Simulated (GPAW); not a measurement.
Computed results, one entry a study.

**CaC2 (Immm): G0W0 with GPAW, start to end**

It takes space group Immm (No. 71, orthorhombic). Conventional cell: a = 3.790 Å, b = 4.887 Å, c = 5.360 Å, α = 90.00°, β = 90.00°, γ = 90.00°. Nearest to Ca lie 8 C at 2.62 to 2.75 Å. Nearest to C lie 1 C at 1.26 Å and 4 Ca at 2.62 to 2.75 Å. Farther neighbours are not listed.

```
Ca C
1.0
    -1.89488    2.44326    2.68013
     1.89488   -2.44326    2.68013
     1.89488    2.44326   -2.68013
Ca C
1 2
Direct
  0.00000 0.00000 0.00000
  0.37124 0.50000 0.87124
  0.62876 0.50000 0.12876
```

```
method               : DFT, LDA, plane waves, PAW (and 1 further level or step)
program              : GPAW 26.7.0
settings of one run  : cutoff 600 eV, GPAW PAW setups 1.2.1 data release, 4×4×4 k-mesh, nbands 238
cost                 : 4 runs, 98 s in all on 4 MPI ranks of Arm Neoverse V2, shared host (the runs of this entry)
notes                : The cell and positions are those that the Materials Project relaxed with its own functionals (PBE, PBE+U or r2SCAN), kept fixed. Bands and cutoff are finite, so the gap is not at the basis limit. The miss can reach some tenths of an eV and take either sign; the mesh is an error of its own. The 4×4×4 mesh is coarse for this cell, which bears on the long-range parts of exchange and screening.
LDA gap              : 2.27 eV, indirect
G0W0 gap on the mesh : 4.51 eV
GW settings          : 4×4×4 mesh, 106 bands, screening to 96 eV, Godby-Needs plasmon pole
known limits         : not at the basis limit; coarse k mesh
```

G0W0 moves the gap on the mesh from 2.27 eV to 4.51 eV (+2.24 eV), with Z of 0.78 and 0.82 at the edges. Only 2 of the mesh's irreducible points were corrected, so a valley elsewhere could overtake.

[Paths, hosts, dates, memory and timing lines, banners, echoed tables and standing remarks are left out of the program output.]

[Logs are printed without paths, hosts, clocks, repeated set-up lines and the standing remarks that a program may print on its own settings, such as how far it seeks lower states.]

[Runs of the session that timed out or met a known fault of the program may be left out.]

[Hosts, paths, dates, database ids (printed as entryN), source tags and the programs' standing remarks are cut or masked in the printed files.]
